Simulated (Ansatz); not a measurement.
# NaVSe3 (model cell, started as cubic perovskite with V in the octahedra): a soft mode frozen in

Which phase does NaVSe3 (model cell, started as cubic perovskite with V in the octahedra) fall into along its unstable mode, and how much energy does it gain?

Main program and level: Ansatz 0.2.0; DFT PBE, scalar-relativistic, plane waves, PAW.

Most raw output is cut from this account.

The structure was built from a prototype and need not be the compound's stable phase.

## (1) Set-up

The structure is cubic, space group Pm-3m (No. 221). Conventional cell: a = 4.899 Å, b = 4.899 Å, c = 4.899 Å, α = 90.00°, β = 90.00°, γ = 90.00°. Nearest to Na lie 12 Se at 3.46 Å. V has 6 Se at 2.45 Å nearest. Nearest to Se lie 2 V at 2.45 Å and 4 Na at 3.46 Å. Farther neighbours and most contacts between anions are not listed.

## (2) The dispersion

The cell comes from relaxations at this level that are not shown. Stability and thermal properties need the whole zone. Linear response on a 2×2×2 q mesh gives force constants as far as a supercell of that size would.

File input.yaml:

```yaml
crystal:
  lattice:
    - [4.8990130555, 0.0, 0.0]
    - [0.0, 4.8990130555, 0.0]
    - [0.0, 0.0, 4.8990130555]
  atoms:
    - { symbol: Na, position: [0.0, 0.0, 0.0] }
    - { symbol: V, position: [0.5, 0.5, 0.5] }
    - { symbol: Se, position: [0.5, 0.5, 0.0] }
    - { symbol: Se, position: [0.5, 0.0, 0.5] }
    - { symbol: Se, position: [0.0, 0.5, 0.5] }
kpoints:
  mp_grid: { grid: [6, 6, 6] }
hamiltonian:
  xc: pbe
scf:
  occupations: { method: methfessel_paxton, width: 0.15 }
output:
  eigenvalues: true
phonons:
  method: dfpt
  qmesh: [2, 2, 2]
  temperatures: { t_max: 1000, t_step: 50 }
  qpath:
    path:
      - [[0.0, 0.0, 0.0], [0.0, 0.5, 0.0], [0.5, 0.5, 0.0], [0.0, 0.0, 0.0], [0.5, 0.5, 0.5], [0.0, 0.5, 0.0]]
      - [[0.5, 0.5, 0.5], [0.5, 0.5, 0.0]]
    npoints: 10
```

Launch:

```
ansatz run input.yaml --threads 8 --pin off --max-ram 14336MiB --backend cpu --events-out ev --progress --plain --runs-dir out
```

Elapsed: 6.6 min, on 8 threads of Arm Neoverse N1, shared host; peak memory 1.4 GiB; 28 min of CPU time.

This run has no spin polarisation, although V can carry a moment.

This step gave:

```
volume per atom                                         : 23.52 Å³
gap on the k-mesh                                       : 0 eV
sum-rule residual before enforcement                    : 3.77e-5 eV/Å²
lowest frequency on the path                            : -146.4 cm⁻¹
point group                                             : m-3m
highest frequency on the path or at a solved wavevector : 249.6 cm⁻¹
highest optical mode at the zone centre (no LO-TO term) : 198.5 cm⁻¹
lowest optical zone-centre mode                         : -143.7 cm⁻¹
lowest mode on the q mesh (acoustic modes at Γ apart)   : -146.4 cm⁻¹
```

Frequencies (cm⁻¹) solved at each irreducible wavevector; negative means imaginary. Frequencies by wavevector, by row:

```
q in reciprocal lattice units  star  mode 1  mode 2  mode 3  mode 4  mode 13  mode 14  mode 15
                        0 0 0     1  -143.7  -143.7  -143.7     -27    198.5    198.5    198.5
                     0 0 -0.5     3  -128.8  -128.8   -11.3   -11.3    190.1    190.1    204.6
                  0 -0.5 -0.5     3  -107.2   -69.5   -61.6     -50    129.7    180.9    227.8
               -0.5 -0.5 -0.5     1  -146.4  -146.4   -60.7   -60.7    122.2    122.2    249.2
```

Interpolated from a 2×2×2 q mesh. Phonon branches along the path, in cm⁻¹:

```
    point  branch 1  branch 2  branch 3  branch 4  branch 12  branch 13  branch 14  branch 15
        Γ      -144      -144      -144       -27         34        198        198        198
  halfway      -136      -136       -90       -14         73        195        195        201
        X      -129      -129       -11       -11        110        190        190        205
  halfway      -117       -84       -45       -39        122        128        186        226
        M      -107       -70       -62       -50        130        130        181        228
  halfway      -126       -88       -85       -43         96        158        191        220
        Γ      -144      -144      -144       -27         34        198        198        198
  halfway       -77       -77       -77       -49        105        146        146        238
        R      -146      -146       -61       -61        122        122        122        249
  halfway       -80       -66       -56       -46        116        125        129        244
        X      -129      -129       -11       -11        110        190        190        205
jump to R      -146      -146       -61       -61        122        122        122        249
  halfway      -115       -81       -61       -43        122        126        126        248
        M      -107       -70       -62       -50        130        130        181        228
```

Symmetry leaves 4 wavevectors to solve. The lowest mode among them, the acoustic zeros apart, lies at q = (-0.5, -0.5, -0.5) and is imaginary, 146.4i cm⁻¹, so the energy falls along it.

## (3) The mode frozen in, largest atomic shift 0 Å

The mode followed lies at Γ with frequency 143.7i cm⁻¹ and is 3-fold degenerate, one of the unstable modes though not the softest. At small amplitude the distorted cell has space group no. 160 by a symmetry search on the positions. The undistorted cell that holds it gives the zero of energy on the same k mesh.

input.yaml, the sections that differ from step 2:

```yaml
output:
  forces: true
  stress: true
  eigenvalues: true
# crystal, kpoints, hamiltonian, scf: as in step 2
# phonons: removed
```

It took 1.8 s on 8 threads; peak memory 0.58 GiB.

This step gave:

```
pressure                         : -0.001436 GPa
energy from the undistorted cell : 0 meV/atom
```

The run ends at a pressure of 0.00 GPa.

## (4) The mode frozen in, largest atomic shift 0.45 Å

The atoms are moved along the unstable eigenvector, the largest shift by 0.45 Å, with the cell fixed.

input.yaml, the sections that differ from step 3:

```yaml
crystal:
  lattice:
    - [4.8990130555, 0.0, 0.0]
    - [0.0, 4.8990130555, 0.0]
    - [0.0, 0.0, 4.8990130555]
  atoms:
    - { symbol: Na, position: [-0.0009425827, 0.0009425827, 0.0009425827] }
    - { symbol: V, position: [0.5530326452, 0.4469673548, 0.4469673548] }
    - { symbol: Se, position: [0.4823770067, 0.5176229933, -0.0013108366] }
    - { symbol: Se, position: [0.4823770067, -0.0013108366, 0.5176229933] }
    - { symbol: Se, position: [0.0013108366, 0.5176229933, 0.5176229933] }
# kpoints, hamiltonian, scf, output: as in step 3
```

The job ended after 3.5 s (8 threads; peak memory 0.55 GiB).

This step gave:

```yaml
pressure: 2.386 GPa
energy_from_the_undistorted_cell: -60.45 meV/atom
```

The energy, extrapolated to zero smearing, is -60.45 meV/atom against the undistorted cell.

The run ends at a pressure of 2.39 GPa, with forces up to 0.51 eV/Å.

## (5) Energy along the mode, all amplitudes (two of the runs are shown above)

An imaginary frequency means negative curvature, so the energy should fall and then rise again as anharmonic terms take over.

This step gave:

- depth at the lowest point sampled: 60.45 meV/atom
- largest atomic shift at that point: 0.45 Å

Table of energy from the parent by largest atomic shift:

```
largest atomic shift (Å)  energy from the parent (meV/atom)
                   0.000                                  0
                   0.040                             -0.788
                   0.080                              -3.17
                   0.140                              -10.0
                   0.220                              -25.5
                   0.320                              -48.6
                   0.450                              -60.4
                   0.600                              -40.7
```

Displacement at unit largest shift by atom:

```
atom   x (Å)   y (Å)   z (Å)   size
 Na1  -0.010   0.010   0.010  0.017
  V2   0.577  -0.577  -0.577  0.999
 Se3  -0.192   0.192  -0.014  0.272
 Se4  -0.192  -0.014   0.192  0.272
 Se5   0.014   0.192   0.192  0.272
```

The lowest of the steps tried is at 0.45 Å, 60.4 meV/atom below the parent; the bottom of the well need not coincide with a step.

## (6) Relaxing from the distorted cell

Starting from the lowest point found, all atoms and the cell are let go, so that strain and other modes of the same symmetry can join in.

Edit input.yaml of step 4 so:

```diff
@@ -21 +21,10 @@
   eigenvalues: true
+  write_density: true
+  write_potential: true
+  elf: true
+  volumetric_format: npy
+relax:
+  adjacent_minimum: "off"
+  f_tol: 0.002
+  max_steps: 120
+  cell: { stress_tol: 0.03 }
```

Elapsed: 69 s, on 8 threads; peak memory 0.62 GiB; 8.4 min of CPU time.

The steps of the relaxation:

```
step  energy less that of the first step (eV)  largest force component (eV/Å)  pressure (GPa)  volume (Å³)
   1                                   0.0000                          0.4604            2.39       117.58
   2                                  -0.0561                          0.0481            0.28       120.40
   3                                  -0.0603                          0.0168           -0.15       122.10
   4                                  -0.0619                          0.0145           -0.11       122.15
   5                                  -0.0629                          0.0132            0.00       122.02
   6                                  -0.0638                          0.0119            0.05       121.94
   7                                  -0.0638                          0.0139            0.04       122.05
   8                                  -0.0653                          0.0213            0.19       121.98
   9                                  -0.0656                          0.0109           -0.10       122.63
  10                                  -0.0660                          0.0173            0.01       122.02
  11                                  -0.0661                          0.0106            0.05       122.19
  12                                  -0.0661                          0.0028           -0.02       122.27
  13                                  -0.0662                          0.0002            0.00       122.23
 14*                                  -0.0667                          0.0002            0.00       122.23
```

Relaxation steps marked * repeat the geometry before them on a plane-wave basis chosen anew for their cell, so energy and pressure can jump there.

Forces are held to the 6 operations that the run works with; a distortion that breaks them can't arise in this run.

```
conventional cell, symmetrised  before  after  change
                         a (Å)   6.928  6.904  -0.3 %
                         b (Å)   6.928  6.904  -0.3 %
                         c (Å)   8.485  8.883  +4.7 %
              volume (Å³/atom)   23.52  24.45  +4.0 %
```

The atoms that moved most (Å, as changes of fractional coordinates times the final cell):

```
atom      dx      dy      dz  length
 Na1  -0.169   0.169   0.169   0.293
  V2   0.062  -0.062  -0.062   0.107
 Se4   0.019  -0.070  -0.019   0.075
 Se3   0.019  -0.019  -0.070   0.075
 Se5   0.070  -0.019  -0.019   0.075
```

Numbers from this step:

* pressure: 0.003956 GPa
* volume per atom: 24.45 Å³

ELF in the ac plane at fractional y = 0.514, with atoms of Se within 0.2 Å of it. It is the smooth field of the valence electrons, not physical close to the nuclei.

Ten even steps from '0' (0.02) to '9' (0.81), each cell a mean:
```
00389843798300
21158998995102
86324899962147
99731355422589
89972111103799
36994114523795
26994148863785
78983158962698
99851125631589
76323443322357
21136888875222
00269987997300
00489832798400
```
Columns run along a (5.0 Å), rows up along c (5.0 Å). Atoms in or near the plane, at fractional coordinates: Se at (0.49, 0.98), Se at (0.02, 0.51).

Valence density in the ac plane at fractional y = 0.514, with atoms of Se within 0.2 Å of it. It is the smooth field of the valence electrons, not physical close to the nuclei.

Values in e/Å³, 13 rows by 14 columns, each cell a mean:
```
 0  0  0  0  1  4 19 21  5  1  0  0  0  0
 0  0  0  0  0  1  3  3  1  0  0  0  0  0
 0  0  0  0  0  0  1  1  0  0  0  0  0  0
 1  0  0  0  0  0  0  0  0  0  0  0  0  0
 4  2  1  0  0  0  0  0  0  0  0  0  1  2
26 11  2  0  0  0  0  1  2  1  0  1  2 10
28 11  2  0  0  0  1  5  6  3  1  1  2 12
 5  3  1  0  0  0  2  6  7  3  1  1  1  3
 1  1  0  0  0  0  1  2  3  1  0  0  0  1
 0  0  0  0  0  0  0  1  1  0  0  0  0  0
 0  0  0  0  0  0  1  1  1  0  0  0  0  0
 0  0  0  0  0  1  4  4  2  1  0  0  0  0
 0  0  0  0  1  4 21 25  6  1  0  0  0  0
```
Columns run along a (5.0 Å), rows up along c (5.0 Å). Atoms in or near the plane, at fractional coordinates: Se at (0.49, 0.98), Se at (0.02, 0.51).

Electrostatic potential energy in the ac plane at fractional y = 0.514, with atoms of Se within 0.2 Å of it. With pseudopotentials it is smooth inside the atoms' cores, unlike the true potential.

Ten even steps from '_' (-24 eV) to '@' (11 eV), each cell a mean:
```
@@@@@@%%++==****====%%@@@@@@
@@@@@@@@##--------##@@@@@@@@
@@@@@@@@@@##****##%%@@@@@@@@
++**%%@@@@@@%%%%%%%%@@@@%%**
==--++%%@@%%%%##**##%%%%++--
**++--##%%##++::..--****--++
**++--##%%**..______==++--++
==--++%%%%**..______==**==--
++**%%@@@@##--____::**%%##**
@@@@@@@@@@%%##++++##%%@@@@@@
@@@@@@@@@@##++==**%%@@@@@@@@
@@@@@@@@##----==--**@@@@@@@@
@@@@@@@@++==****====%%@@@@@@
```
Columns run along a (5.0 Å; values clipped at the 3rd and 97th percentile), rows up along c (5.0 Å). Atoms in or near the plane, at fractional coordinates: Se at (0.49, 0.98), Se at (0.02, 0.51).

The distorted start has space group R3m; the relaxation ends in R3m.

## (7) Modes of the new phase

A relaxed structure may still be a saddle point, so its zone-centre modes are computed. No field response is asked, since the mesh shows no gap.

File input.yaml:

```yaml
crystal:
  lattice:
    - [4.9641418997, -0.0822209729, -0.0822209729]
    - [-0.0822209729, 4.9641418997, 0.0822209729]
    - [-0.0822209729, 0.0822209729, 4.9641418997]
  atoms:
    - { symbol: Na, position: [-0.0339014256, 0.0339014256, 0.0339014256] }
    - { symbol: V, position: [0.5650731041, 0.4349268959, 0.4349268959] }
    - { symbol: Se, position: [0.4858755394, 0.5141244606, -0.0152321552] }
    - { symbol: Se, position: [0.4858755394, -0.0152321552, 0.5141244606] }
    - { symbol: Se, position: [0.0152321552, 0.5141244606, 0.5141244606] }
kpoints:
  mp_grid: { grid: [6, 6, 6] }
hamiltonian:
  xc: pbe
scf:
  occupations: { method: methfessel_paxton, width: 0.15 }
output:
  eigenvalues: true
phonons:
  method: dfpt
```

Elapsed: 91 s, on 8 threads; peak memory 2.1 GiB; 11 min of CPU time.

Numbers from this step:

| Quantity | Value |
| --- | --- |
| sum-rule residual before enforcement | 1.64e-5 eV/Å² |
| point group | 3m |
| highest optical mode at the zone centre (no LO-TO term) | 250.6 cm⁻¹ |
| lowest optical zone-centre mode | -71.01 cm⁻¹ |

Patterns of degenerate modes are one choice out of their space. The modes at Γ (shares of kinetic energy by element, %) (negative means imaginary):

```
mode  frequency (cm⁻¹)  symmetry  Na %  V %  Se %
   1             -71.0         E     1   19    80
   2             -71.0         E     1   19    80
   3             -18.7        A2     0    0   100
   4               0.0  acoustic     7   16    76
   5               0.0  acoustic     7   16    76
   6               0.0  acoustic     7   16    76
   7              33.2         E    91    2     7
   8              33.2         E    91    2     7
   9              52.3        A1    93    1     7
  10             109.6         E     1   19    80
  11             109.6         E     1   19    80
  12             144.1        A1     0   41    59
  13             249.8         E     0   44    56
  14             249.8         E     0   44    56
  15             250.6        A1     0   41    59
```

Displacements in mode 1 (-71.0 cm⁻¹), the largest set to 1:
```
Na1  0.24  0.06  0.18
V2  -0.88 -0.22 -0.66
Se3  0.70 -0.78 -0.29
Se4  0.19 -0.10 -0.30
Se5 -0.39  1.00  0.97
```

Displacements in mode 9 (52.3 cm⁻¹), the largest set to 1:
```
Na1  1.00 -1.00 -1.00
V2  -0.06  0.06  0.06
Se3 -0.09  0.09  0.08
Se4 -0.09  0.08  0.09
Se5 -0.08  0.09  0.09
```

Before it was imposed, the acoustic sum rule was missed by 1.6e-5 eV/Å². Small misses are needed for a sound result but don't prove that mesh and cutoff are converged. The lowest optical mode is imaginary, 71.0i cm⁻¹, so the energy falls along it.

## (8) What came out

* unstable mode of the parent: q = (0, 0, 0), 144i cm⁻¹
* depth at the lowest point sampled: 60.4 meV/atom
* largest atomic shift at that point: 0.45 Å
* space group reached (within 0.01 Å): R3m
* energy gained over the parent (first relaxation, on the mesh of the frozen mode): 73.7 meV/atom
* volume per atom, phase reached: 24.4 Å³
* lowest optical zone-centre mode, phase reached: -71.0 cm⁻¹
* highest optical mode at the zone centre (no LO-TO term), phase reached: 251 cm⁻¹

Along this mode the structure falls into R3m, 73.7 meV/atom below the parent. At the parent's cell the well is 60.45 meV/atom deep on the steps tried, with its lowest point at a shift of 0.45 Å. Relaxing atoms and cell changes the gain by +13.23 meV/atom against the lowest step (energies at zero smearing). The new phase still has an imaginary mode at the zone centre of its cell, so it is a saddle point on the way to a lower structure. Of the 8 patterns followed to their end from this parent, this one ends 75.7 meV/atom above the lowest, Amm2. Each path keeps the symmetry of its pattern, so a lower phase may lie along a pattern not tried. With no gap, or one that is small against the smearing, the frequencies hang on the k mesh and the smearing, most of all near Kohn anomalies. The phonon runs are without spin polarisation, although V often carries a moment. A phonon run warned that its eigensolver left some bands unconverged in a pass. The starting cell was built on a prototype and not taken from a measurement, so the phase need not exist.

[Logs are printed without paths, hosts, clocks, repeated set-up lines and the standing remarks that a program may print on its own settings, such as how far it seeks lower states.]

[Hosts, paths, dates, database ids (printed as entryN), source tags and the programs' standing remarks are cut or masked in the printed files.]
